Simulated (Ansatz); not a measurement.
# C in place of B at several sites of BN(111) slab, H on both faces (150 atoms), part 2 of 2

Aim: make C in place of B at several sites of BN(111) slab, H on both faces (150 atoms), relax each, and compare their energies.

Ansatz 0.2.0; Kohn-Sham DFT, LDA, PAW (set soft_2), plane waves.

The cell: 50 B, 50 N and 50 H. The Brillouin zone is sampled at Γ only, in a cell whose shortest periodic width is 11 Å.

So far. Step 2 (Single point at the start): The r.m.s. force at the start is 1.0 eV/Å. Step 3 (Relaxation): The relaxation converged after 4 steps, 4.70 eV below its start, with a largest force component of 0.0022 eV/Å.

## (4) Single point at the relaxed geometry

The electronic structure is read at the final geometry, in a run of its own.

Input file input.yaml:

```yaml
crystal:
  lattice:
    - [12.78449, 0.0, 0.0]
    - [6.39225, 11.07169, 0.0]
    - [0.0, 0.0, 16.81962]
  atoms:
    - { symbol: B, position: [0.13319, 0.1337, 0.45037] }
    - { symbol: "N", position: [0.99987, 0.00036, 0.4186] }
    - { symbol: B, position: [0.06654, 0.06702, 0.57156] }
    - { symbol: "N", position: [0.1332, 0.13369, 0.53901] }
    - { symbol: B, position: [0.13319, 0.3337, 0.45039] }
    - { symbol: "N", position: [0.99987, 0.20036, 0.41862] }
    [... 138 atom lines left out ...]
    - { symbol: H, position: [0.79989, 0.40034, 0.35707] }
    - { symbol: H, position: [0.8665, 0.46705, 0.64328] }
    - { symbol: H, position: [0.79988, 0.60034, 0.35706] }
    - { symbol: H, position: [0.86651, 0.66706, 0.64327] }
    - { symbol: H, position: [0.79987, 0.80034, 0.35705] }
    - { symbol: H, position: [0.86652, 0.86704, 0.64326] }
kpoints:
  mp_grid: { grid: [1, 1, 1] }
hamiltonian:
  xc: lda
scf:
  occupations: { method: fermi_dirac, width: 0.025 }
output:
  forces: true
  populations: true
  dos:
    method: { smearing: { sigma: 0.15 } }
    de: 0.1
    projected:
      site_lists:
        B: [B]
        H: [H]
        "N": ["N"]
        hydrogen: [100, 101, 102, 103, 104, 105, 106, 107, 108, 109, 110, 111, 112, 113, 114, 115, 116, 117, 118, 119, 120, 121, 122, 123, 124, 125, 126, 127, 128, 129, 130, 131, 132, 133, 134, 135, 136, 137, 138, 139, 140, 141, 142, 143, 144, 145, 146, 147, 148, 149]
  eigenvalues: true
  write_density: true
  write_potential: true
  volumetric_format: npy
```

Started as:

```sh
$ ansatz run input.yaml --threads 4 --pin off --max-ram 8192MiB --backend cpu --events-out ev --progress --plain --runs-dir out
```

Numbers of over 12 decimals in the logs are rounded to 6 here.

The log of the run:

```text
[...]
Crystal: 150 atoms, lattice volume = 2380.748 Å³
Basis set: ecut = 420 eV, 46521 PW (Γ)
Bands: 375, of which v1, the nominal top of the filled ones, is band 225 counted from 1 (224 counted from 0)
Symmetry: 1 space group operations
[...]
k-points: 1
[...]
SCF iter   1: F=—  HF=-27085.607969 eV  |F-HF|=—  |Δ(HF+E_count)|=         —  Δρ=6.87e-3  dr2=5.08e0  ethr=1.77e-3  ⟨swp⟩=9.0  Hψ=2282  notcnv=0  defer=90
[...]
SCF iter   9: F=-27084.194094 eV  HF=-27084.194094 eV  |F-HF|=5.03e-9  |Δ(HF+E_count)|=   3.73e-8  Δρ=5.32e-7  dr2=3.70e-9  ethr=2.22e-11  ⟨swp⟩=29.0  Hψ=4883  notcnv=0
SCF 1 converged in 9 iterations: F = -27084.194094 eV  dr2 = 3.70e-9
[...]
WARN: The output density's exchange-correlation potential varies sharply where the density is thin. Do not read a vacuum level from v_tot or v_xc, or from such a field of the output density. On a cell that repeats whose density bears no net charge and no dipole along the vacuum's axis use v_es (v_loc + v_h of the components); [...]
SCF converged after 9 iterations
Free energy (F): -27084.194094 eV
[...]
Internal energy: -27084.194094 eV  (E = F + TS)
E sigma→0 (E₀):  -27084.194094 eV
Fermi energy:    -0.104721 eV
[...]
--- Forces (eV/Å), atoms counted from 1 ---
  atom   1  B      0.00137365    -0.00106535     0.00105213
  atom   2  N      0.00165238    -0.00055158     0.00263776
  atom   3  B     -0.00144247    -0.00066737     0.00222016
  atom   4  N     -0.00083084     0.00291543     0.00021134
  atom   5  B     -0.00115051    -0.00083743    -0.00074475
  atom   6  N     -0.00050541     0.00316672     0.00145304
  atom   7  B      0.00160715    -0.00148112     0.00121336
  atom   8  N      0.00060833    -0.00055999    -0.00113085
  atom   9  B      0.00256442     0.00070874     0.00137549
  atom  10  N      0.00140766     0.00156678     0.00136231
  atom  11  B      0.00049075    -0.00053945    -0.00004579
  atom  12  N     -0.00143590     0.00326648     0.00160497
  atom  13  B      0.00030041    -0.00068260     0.00117294
  atom  14  N     -0.00030055    -0.00155889    -0.00572175
[...]
atom 149  H      0.00047985     0.00054179    -0.00164203
  atom 150  H      0.00018455    -0.00004218    -0.00117779
  max |Σ_I F_I| component: 7.63e-5 eV/Å
--- Band table (eV) ---
[...]
--- Löwdin populations: 150 sites ---
  site symbol       q [e]
     0      B      2.6951
     1      N      5.3499
     2      B      2.9244
[...]
149      H      0.9262
  spilling = 0.005995 (of n_electrons = 450.000000)
```

The job ended after 46 s (4 threads of Arm Neoverse V1, shared host; peak memory 2.5 GiB; 2.9 min of CPU time).

The program notes that the exchange-correlation potential is rough where the density is thin.

The run gave:

* free energy: -27084.1941 eV
* free energy per atom: -180.5613 eV/atom
* SCF cycles: 9
* r.m.s. force component: 0.00163 eV/Å
* longest force: 0.00598 eV/Å
* Fermi energy: -0.1047 eV
* gap (highest filled to lowest empty level): 1.367 eV
* spilling of the projection: 0.005995

Löwdin charges by element (they lack the spilled electrons, 0.018 e an atom on average):

```
element  coordination  atoms  mean charge (e)  spread   least    most
      B           all     50            0.190   0.115  0.0756   0.305
      H           all     50            0.161  0.0874  0.0737   0.249
      N           all     50           -0.297  0.0524  -0.350  -0.245
```

By region:

```
  region  atoms  mean length of the force (eV/Å)
    slab    100                            0.003
hydrogen     50                            0.002
```

Density of states as counts of states in windows of 1 eV (from the Fermi level), total and the larger projections:

```
from (eV)  to (eV)  total   N p   B p   H s  hydrogen  B s
      -10       -9   30.0  19.1   2.6   4.1       4.1  3.0
       -9       -8   20.8  13.6   3.4   1.1       1.1  1.7
       -8       -7   41.8  25.7   8.5   1.8       1.8  4.5
       -7       -6   18.2   9.7   3.5   2.3       2.3  1.5
       -6       -5   61.9  38.9  16.0   2.7       2.7  3.1
       -5       -4   32.6  22.4   8.6   0.6       0.6  0.4
       -4       -3   27.5  19.1   5.0   0.7       0.7  1.4
       -3       -2   13.2  10.0   3.2   0.0       0.0  0.0
       -2       -1   56.2  16.2  19.5  17.2      17.2  2.1
       -1        0    9.8   4.0   3.0   2.3       2.3  0.4
        0        1    2.0   0.4   0.1   0.6       0.6  0.0
        1        2   12.0   1.9   0.6   4.0       4.0  0.1
        2        3    0.4   0.0   0.0   0.1       0.1  0.0
        3        4   21.9   1.8   1.6   6.4       6.4  0.1
        4        5   10.1   0.4   0.5   1.2       1.2  0.0
```

Between -22 and -10 eV lie 138 more states.

The levels nearest the highest filled one (over half full), pooled over k-points and spins:

```
level less the highest filled one (eV)  occupation
                                -0.427           2
                                -0.427           2
                                -0.427           2
                                -0.427           2
                               -1.0e-4           2
                                     0           2
                                  1.37           0
                                  2.14           0
                                  2.14           0
                                  2.14           0
                                  2.14           0
                                  2.14           0
```

Planar average of the electrostatic potential energy along the normal, with the Fermi level as zero, after a running mean with a triangular window 4 Å wide at its base:

```
height (Å)  potential energy (eV)
       0.0                   4.41
       0.4                   4.16
       1.0                   3.83
       1.4                   3.58
       2.0                   3.25
       2.4                   3.00
       2.8                   2.75
       3.4                   2.39
       3.8                   2.08
       4.3                   1.44
       4.8                   0.74
       5.2                  -0.47
       5.7                  -3.13
       6.2                  -5.41
       6.7                  -8.10
       7.1                  -9.62
       7.6                 -10.32
       8.1                 -10.08
       8.5                  -9.57
       9.1                  -8.45
       9.5                  -6.79
      10.0                  -4.40
      10.5                  -0.78
      10.9                   1.91
      11.5                   4.80
      11.9                   5.94
      12.3                   6.40
      12.9                   6.55
      13.3                   6.43
      13.9                   6.13
      14.3                   5.89
      14.7                   5.64
      15.3                   5.31
      15.7                   5.07
      16.3                   4.74
      16.7                   4.49
```

Electrostatic potential energy in the ca plane at fractional y = 0.000, with atoms of N and H within 0.2 Å of it. With pseudopotentials it is smooth inside the atoms' cores, unlike the true potential.

Values in eV, 13 rows by 16 columns, each cell a mean:
```
  4   3   3   2   1  -5 -16  -8   0   1   6   7   7   6   5   5
  4   3   3   2   1   0  -5  -6  -3  -2   6   7   7   6   5   5
  4   3   3   2   1 -14 -29 -12   2   3   7   7   7   6   5   5
  4   3   3   2   1   0  -5  -6  -3  -2   6   7   7   6   5   5
  4   3   3   2   1  -6 -16  -8   0   1   6   7   7   6   5   5
  4   3   3   2   1 -10 -22 -10   2   2   6   7   7   6   5   5
  4   3   3   2   1   1  -3  -6  -4  -2   6   7   7   6   5   5
  4   3   3   2   1 -13 -27 -12   2   3   7   7   7   6   5   5
  4   3   3   2   1  -2 -10  -7  -1   0   6   7   7   6   5   5
  4   3   3   2   1  -2 -10  -7  -1   0   6   7   7   6   5   5
  4   3   3   2   1 -13 -27 -11   2   3   7   7   7   6   5   5
  4   3   3   2   1   1  -2  -6  -4  -2   6   7   7   6   5   5
  4   3   3   2   1 -10 -22 -10   2   2   6   7   7   6   5   5
```
Columns run along c (16.8 Å; values clipped at the 3rd and 97th percentile), rows up along a (12.8 Å). Atoms in or near the plane, at fractional coordinates: N at (0.42, 0.00), N at (0.42, 0.20), N at (0.42, 0.40), N at (0.42, 0.60), N at (0.42, 0.80), H at (0.36, 0.00), H at (0.36, 0.20), H at (0.36, 0.40), H at (0.36, 0.60), H at (0.36, 0.80).

Valence density in the ca plane at fractional y = 0.000, with atoms of N and H within 0.2 Å of it. It is the smooth field of the valence electrons, not physical close to the nuclei.

Ten steps, logarithmic in the rise over the least value, from '0' (0.0 e/Å³) to '9' (3.6 e/Å³), each cell a mean:
```
00000000000001367899643444322100000000000000
00000000000000124566545676543210000000000000
00000000000000113455555776543210000000000000
00000000000001246788644554332110000000000000
00000000000001478999743333221100000000000000
00000000000001356898643444322100000000000000
00000000000000123466555676543210000000000000
00000000000000123466555676543210000000000000
00000000000001256898644454332100000000000000
00000000000001478999743333221100000000000000
00000000000001246788644554332110000000000000
00000000000000123455555776543210000000000000
00000000000000124566545676543210000000000000
00000000000001367899643444322100000000000000
00000000000001378999743333221100000000000000
00000000000000235677644565433210000000000000
00000000000000112455556776544210000000000000
00000000000000134577545665433210000000000000
00000000000001368899743343221100000000000000
00000000000001368899743343222100000000000000
00000000000000134677545665433210000000000000
00000000000000112455556776544210000000000000
00000000000000245677644565433210000000000000
00000000000001378999743333221100000000000000
```
Columns run along c (16.8 Å), rows up along a (12.8 Å). Atoms in or near the plane, at fractional coordinates: N at (0.42, 0.00), N at (0.42, 0.20), N at (0.42, 0.40), N at (0.42, 0.60), N at (0.42, 0.80), H at (0.36, 0.00), H at (0.36, 0.20), H at (0.36, 0.40), H at (0.36, 0.60), H at (0.36, 0.80).

The highest filled and lowest empty levels differ by 1.37 eV at Γ alone; the mesh holds the band edges only if they fold onto it, so the gap at this level can be narrower or closed, and states at the surface or the caps may set it. Mean Löwdin charges: B +0.19, H +0.16, N -0.30 e (they miss 0.60 % of the electrons, so they add up to more than the cell's charge). Charges this small depend on the projection, at times even in sign. The potential slopes across the vacuum by 0.59 eV/Å: the slab bears a dipole, and with periodic images along the normal there is no flat vacuum level to read.

## (5) C on a site of B, site B1

The site has 4 bonded neighbours (N4) at 1.55 Å on average, by cutoffs that count no bonds between two metal atoms or like ions, in the slab. The change is made in the relaxed cell and the atoms are relaxed again.

Input file input.yaml:

```yaml
crystal:
  lattice:
    - [12.78449, 0.0, 0.0]
    - [6.39225, 11.07169, 0.0]
    - [0.0, 0.0, 16.81962]
  atoms:
    - { symbol: C, position: [0.13319, 0.1337, 0.45037] }
    - { symbol: "N", position: [0.99987, 0.00036, 0.4186] }
    - { symbol: B, position: [0.06654, 0.06702, 0.57156] }
    - { symbol: "N", position: [0.1332, 0.13369, 0.53901] }
    [... atom lines 5 to 150 left out ...]
kpoints:
  mp_grid: { grid: [1, 1, 1] }
hamiltonian:
  xc: lda
scf:
  occupations: { method: fermi_dirac, width: 0.025 }
output:
  forces: true
  eigenvalues: true
relax:
  f_tol: 0.05
  max_steps: 90
```

The log of the run:

```text
[...]
Crystal: 150 atoms, lattice volume = 2380.748 Å³
Basis set: ecut = 420 eV, 46521 PW (Γ)
Bands: 376, of which v1, the nominal top of the filled ones, is band 226 counted from 1 (225 counted from 0)
Symmetry: 1 space group operations
[...]
k-points: 1
[...]
SCF iter   1: F=—  HF=-27173.917170 eV  |F-HF|=—  |Δ(HF+E_count)|=         —  Δρ=6.84e-3  dr2=3.29e0  ethr=1.77e-3  ⟨swp⟩=8.0  Hψ=2143  notcnv=0  defer=108
[...]
SCF iter  13: F=-27172.933033 eV  HF=-27172.933025 eV  |F-HF|=7.23e-6  |Δ(HF+E_count)|=   4.41e-5  Δρ=2.30e-5  dr2=3.01e-5  ethr=1.39e-8  ⟨swp⟩=29.0  Hψ=3942  notcnv=0
SCF 1 converged in 13 iterations: F = -27172.933033 eV  dr2 = 3.01e-5
[...]
relax step   1: F+E_penalty+E_count = -27172.93303263 eV  Δ(F+E_penalty+E_count) = +0.000e0 eV  max|allowed force component| = 2.255e0 eV/Å  Δτ_max = 0.0000 Å  (13 SCF iters, dr2 threshold 6.25e-5 eV, accepted)
[...]
relax step   2: F+E_penalty+E_count = -27173.32944218 eV  Δ(F+E_penalty+E_count) = -3.964e-1 eV  max|allowed force component| = 1.502e0 eV/Å  Δτ_max = 0.1020 Å  (8 SCF iters, dr2 threshold 1.00e-4 eV, accepted)
[...]
relax step   3: F+E_penalty+E_count = -27173.44737839 eV  Δ(F+E_penalty+E_count) = -1.179e-1 eV  max|allowed force component| = 2.233e-1 eV/Å  Δτ_max = 0.0574 Å  (8 SCF iters, dr2 threshold 1.00e-4 eV, accepted)
relax step   4: F+E_penalty+E_count = -27173.45317345 eV  Δ(F+E_penalty+E_count) = -5.795e-3 eV  max|allowed force component| = 4.144e-2 eV/Å  Δτ_max = 0.0179 Å  (8 SCF iters, dr2 threshold 3.12e-6 eV, accepted)
[...]
relax step   5: F+E_penalty+E_count = -27173.45317421 eV  Δ(F+E_penalty+E_count) = -7.578e-7 eV  max|allowed force component| = 4.118e-2 eV/Å  Δτ_max = 0.0000 Å  (7 SCF iters, accepted)
SCF converged after 7 iterations
Free energy (F): -27173.453174 eV
[...]
Internal energy: -27173.418517 eV  (E = F + TS)
E sigma→0 (E₀):  -27173.435846 eV
Entropy (-TS):   -0.034657 eV (-0.231 meV/atom)
Fermi energy:    0.417174 eV
[...]
--- Forces (eV/Å), atoms counted from 1 ---
  atom   1  C      0.00000482    -0.00018879    -0.00483711
  atom   2  N      0.00883676     0.00511205     0.00066466
  atom   3  B      0.00091886     0.00060874    -0.00289583
  atom   4  N      0.00001837     0.00011536    -0.00316789
  atom   5  B      0.00178850    -0.00238854     0.00335244
  atom   6  N      0.03297848    -0.01873388    -0.04118316
  atom   7  B     -0.00004485    -0.00133148    -0.00297363
  atom   8  N     -0.01037544     0.00111849     0.00063572
  atom   9  B      0.00148660     0.00699309     0.00016395
  atom  10  N      0.00004910    -0.00991308     0.00063183
  atom  11  B     -0.00069629     0.00336829     0.00123362
  atom  12  N     -0.00761699     0.00241175    -0.00017324
  atom  13  B     -0.00517714    -0.00467943     0.00024362
  atom  14  N     -0.00240434    -0.00053719     0.00343914
[...]
atom 149  H      0.00001902     0.00004339    -0.00333481
  atom 150  H     -0.00038096    -0.00023898     0.00041954
  max |Σ_I F_I| component: 1.18e-3 eV/Å
--- Band table (eV) ---
[...]
--- Relaxed structure (5 steps of the walk, 5 accepted, 0 SCFs on fresh bases) ---
  F+E_penalty+E_count = -27173.45317421 eV   max|allowed force component| = 4.118e-2 eV/Å
  atoms:
    - { symbol: C, position: [0.133198, 0.133695, 0.452489] }
    - { symbol: N, position: [0.999879, 0.000376082, 0.418891] }
    - { symbol: B, position: [0.065509, 0.066005, 0.571415] }
    - { symbol: N, position: [0.133198, 0.133694, 0.536679] }
[...]
- { symbol: H, position: [0.866296, 0.866796, 0.643217] }
```

Wall time 2.9 min (4 threads); peak memory 2.6 GiB; 11 min of CPU time.

The relaxation converged after 5 steps, 0.520 eV below its start, with a largest force component of 0.041 eV/Å.

Local excerpt of 10 atoms (numbers count through the whole input) about the C atom, after relaxation; x, y, z are measured from there.

```
atom      x      y      z  distance (Å)  bonds
  C1   0.00   0.00   0.00          0.00      4
  N4   0.00   0.00   1.42          1.42      4
 N26   1.22   0.70  -0.53          1.50      4
 N22   0.00  -1.41  -0.53          1.50      4
  N6  -1.22   0.70  -0.53          1.50      4
H103  -1.16   0.67  -1.57          2.06      1
H113   1.16   0.67  -1.57          2.06      1
H111   0.00  -1.34  -1.57          2.06      1
  B3  -1.30  -0.75   2.00          2.50      4
  B7   0.00   1.50   2.00          2.50      4
```

The column of bonds counts only the pairs H-N within 1.27 Å, H-B within 1.44 Å, N-B within 1.89 Å, N-C within 1.79 Å; other neighbours, such as metal atoms beside each other in a compound, aren't counted, and periodic images can show an atom twice.

The largest move is 0.14 Å, by H113.

## (6) C on a site of B, site B99

The site has 4 bonded neighbours (HN3) at 1.48 Å on average, in the slab. 

Input and log are left out; they have the form of those shown for this kind of step.

The job ended after 2.8 min (4 threads of Arm Neoverse V1, shared host; peak memory 2.6 GiB).

The relaxation converged after 5 steps, 0.634 eV below its start, with a largest force component of 0.034 eV/Å.

A closer look about the C atom, after relaxation: 14 atoms, nearest first, numbered in the order of the input, with positions taken from that point.

```
atom      x      y      z  distance (Å)  bonds
 C99   0.00   0.00   0.00          0.00      4
H150   0.00   0.00   1.10          1.10      1
 N96   0.00  -1.42  -0.47          1.49      4
 N80  -1.23   0.71  -0.47          1.49      4
N100   1.23   0.71  -0.47          1.49      4
 B93   0.00  -1.47  -1.98          2.47      4
 B77  -1.27   0.73  -1.98          2.47      4
 B97   1.27   0.73  -1.98          2.47      4
 B63  -1.26   2.22   0.10          2.56      4
 B83   1.26   2.22   0.10          2.56      4
 B15   1.29  -2.20   0.10          2.56      4
 B95  -1.29  -2.20   0.10          2.56      4
 B19   2.55  -0.02   0.10          2.56      4
 B79  -2.55  -0.02   0.10          2.56      4
```

The column of bonds counts only the pairs H-N within 1.27 Å, H-B within 1.44 Å, H-C within 1.34 Å, N-B within 1.89 Å, N-C within 1.79 Å; other neighbours, such as metal atoms beside each other in a compound, aren't counted, and periodic images can show an atom twice.

The largest move is 0.21 Å, by H150.

## (7) The sites compared

All these cells hold the same atoms, so their energies can be compared with no chemical potential.

```
site  neighbours  mean distance (Å)  atoms within 6 Å  energy over the best site (eV)  before relaxation (eV)  gain on relaxing (eV)
 B99         HN3               1.48               106                            0.00                    0.00                   0.63
  B1          N4               1.55               106                            2.66                    2.54                   0.52
```

Neighbours are those of the relaxed host within 1.44 Å (B-H), 1.89 Å (B-N); other pairs aren't counted.

## (8) Findings

The cheapest site is B99 (4 neighbours, HN3); the dearest, B1 (4 neighbours, N4), costs 2.7 eV more. Relaxation gains 0.52 to 0.63 eV and leaves the best site the same.

**Limits.** Defects are neutral and interact with their images. Only 2 of the 50 B sites were tried; unless symmetry makes the others alike to these, a cheaper one may exist. The change leaves an odd electron count, and these runs have no spin polarisation. The slab bears a dipole and has periodic images along its normal, so a spurious field crosses the vacuum.

The DFT runs together took 7.9 min of wall time.

[Logs are printed without paths, hosts, clocks, repeated set-up lines and the standing remarks that a program may print on its own settings, such as how far it seeks lower states.]

[Hosts, paths, dates, database ids (printed as entryN), source tags and the programs' standing remarks are cut or masked in the printed files.]
